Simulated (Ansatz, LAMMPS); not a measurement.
# Settings and their price: liquid mixture of 1,4-dioxane and H2O at 300 K (141 atoms)

Density of this cell: 1.02 g/cm³. The cell holds 141 atoms: 24 C, 31 O and 86 H. Its edges and angles: a = 11.242 Å, b = 11.242 Å, c = 11.242 Å, α = 90.0°, β = 90.0°, γ = 90.0°. 6 1,4-dioxane, 19 H2O placed at random, at 1.02 g/cm³; overlaps pushed apart, then 10 ps at 450 K with MMFF94 bonds, angles, torsions, charges and radii (Halgren, J. Comput. Chem. 17, 490 (1996)) in harmonic and 12-6 forms; SPC/E water (Berendsen, Grigera and Straatsma, J. Phys. Chem. 91, 6269 (1987)). Snapshot after 20 ps at 300 K and fixed volume.

Geometry: as built.

Reference run: Kohn-Sham DFT, PBE+D4, PAW (set soft_2), plane waves (Ansatz 0.2.0), cutoff 750 eV, Γ point, fixed occupations.

```
r.m.s. force component                           : 0.7157 eV/Å
gap (highest filled to lowest empty level) : 4.203 eV
SCF cycles                                       : 9
time                                             : 7.5 s on 8 threads of Intel Xeon Platinum 8488C (Sapphire Rapids), shared host
```

**Question.** The same geometry is run again with each of these changes. How far do the results move, and how long does each run take?
- support functions medium
- support functions low
- support functions high
- support functions medium, radius 3.29 Å
- support functions medium, radius 3.57 Å
- support functions medium, radius 3.8 Å
- support functions medium, radius 4.07 Å
- support functions medium, radius 4.58 Å
- support functions medium, radius 5.09 Å

Differences are against the run with plane waves at 750 eV (Kohn-Sham DFT, PBE+D4, PAW (set soft_2), plane waves), whose r.m.s. force component is 0.716 eV/Å. Energies are set beside the reference only for runs with its functional, potentials and electron count. Times are for 8 threads of Intel Xeon Platinum 8488C (Sapphire Rapids), shared host.

```csv
run,"Δ force, r.m.s. (meV/Å)",share of r.m.s. force (%),Δ energy (meV/atom),Δ gap (eV),cycles,time,host memory (GiB)
reference,-,-,-,-,9,7.5 s,3.6
support functions medium,1.44,0.201,-0.614,4.0e-4,12,42 s,4.5
support functions low,1.47,0.206,-0.614,0.0012,11,37 s,4.4
support functions high,1.23,0.172,-0.636,0,16,2 min,8.4
"support functions medium, radius 3.29 Å",1.46,0.204,-0.614,2.0e-4,13,40 s,4.3
"support functions medium, radius 3.57 Å",1.43,0.199,-0.614,2.0e-4,13,44 s,4.7
"support functions medium, radius 3.8 Å",1.42,0.198,-0.614,3.0e-4,13,57 s,5.1
"support functions medium, radius 4.07 Å",1.40,0.195,-0.614,3.0e-4,13,67 s,5.7
"support functions medium, radius 4.58 Å",1.41,0.198,-0.614,8.0e-4,12,94 s,7.1
"support functions medium, radius 5.09 Å",1.43,0.199,-0.614,7.0e-4,12,2.2 min,8.9
```

Among numerical settings the force difference runs from 1.2 meV/Å (support functions high) to 1.5 meV/Å (support functions low). At 141 atoms the fastest of the runs at a preset level, support functions low, takes 5.0 times the time of plane waves, in 11 SCF cycles against 9. Differences between support functions and plane waves include what basis error the plane-wave run still has. As the radius goes from 3.29 to 5.09 Å, the force difference goes from 1.5 to 1.4 meV/Å, and the time from 40 s to 2.2 min. 

[Long decimals in the printed logs are rounded to 6 places.]

[Logs are printed without paths, hosts, clocks, repeated set-up lines and the standing remarks that a program may print on its own settings, such as how far it seeks lower states.]

[Hosts, paths, dates, database ids (printed as entryN), source tags and the programs' standing remarks are cut or masked in the printed files.]

[The MMFF94 radii named for the starting cell were scaled by 0.96; in molecules described by MMFF94, hydrogen bound to N, O or S took a small fixed 12-6 site in their place.]
